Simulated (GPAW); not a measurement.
The O K edge of atom 3 in SnO2 (Pnnm), with 3 Sn at 2.09 Å (distorted trigonal planar, site symmetry m), was computed in 2 ways: full core hole (charged cell) and no core hole. Program and functional: GPAW, LDA, Gaussian full width 0.9 eV up to 4 eV, rising linearly to 3.5 eV at 25 eV; cells of 6 and 24 atoms (the run without a hole in the smaller).

Each run is counted from its own lowest empty level or Fermi level and scaled to a mean of 1 over its first 20 eV.

```csv
E (eV),run 1,run 2
-2.00,0.00,0.00
-1.25,0.00,0.00
-0.50,0.00,0.01
0.25,0.00,0.01
1.00,0.08,0.01
1.75,0.20,0.23
2.50,0.86,0.44
3.25,2.47,0.95
4.00,2.07,1.88
4.75,0.78,1.61
5.50,0.65,0.85
6.25,0.83,0.56
7.00,1.63,1.13
7.75,1.96,1.09
8.50,2.28,1.32
9.25,2.52,2.23
10.00,2.15,2.71
10.75,1.63,2.79
11.50,1.15,2.36
12.25,0.67,1.42
13.00,0.42,0.77
13.75,0.31,0.52
14.50,0.29,0.40
15.25,0.33,0.36
16.00,0.41,0.41
16.75,0.50,0.49
17.50,0.58,0.53
18.25,0.63,0.53
19.00,0.65,0.54
19.75,0.65,0.54
20.50,0.68,0.55
21.25,0.73,0.58
22.00,0.79,0.62
22.75,0.85,0.65
23.50,0.91,0.67
24.25,0.98,0.69
25.00,1.06,0.74
25.75,1.12,0.81
26.50,1.12,0.85
27.25,1.09,0.85
28.00,1.05,0.83
28.75,1.06,0.82
29.50,1.13,0.85
30.25,1.23,0.92
31.00,1.29,1.01
31.75,1.29,1.08
```

Question: Which run is which?

Run 1: full core hole (charged cell) (area from −2 to 6 eV 5.4, main maxima 3.6 eV (2.78) and 9.2 eV (2.52)). Run 2: no core hole (area from −2 to 6 eV 4.5, main maxima 4.3 eV (2.04), 7.3 eV (1.21) and 10.6 eV (2.80)). With each curve scaled to its own mean, the area from −2 to 6 eV with the hole is 5.4 against 4.5, and the centre of weight from −1 to 20 eV moves by -0.7 eV: the hole pulls the absorber's empty states down.

[Banner, clock and machine lines of the logs are left out without a mark of their own.]

[Logs are printed without paths, hosts, clocks, repeated set-up lines and the standing remarks that a program may print on its own settings, such as how far it seeks lower states.]

[Hosts, paths, dates, database ids (printed as entryN), source tags and the programs' standing remarks are cut or masked in the printed files.]

[Lists of maxima count a maximum above −3 eV only where it reaches 4 % of the highest in the window and stands out from its surroundings by 2 % of it (1.5 % where it reaches 55 %); shoulders and weaker maxima are passed over, and of the rest the first, up to two pre-edge ones and the few strongest are named.]
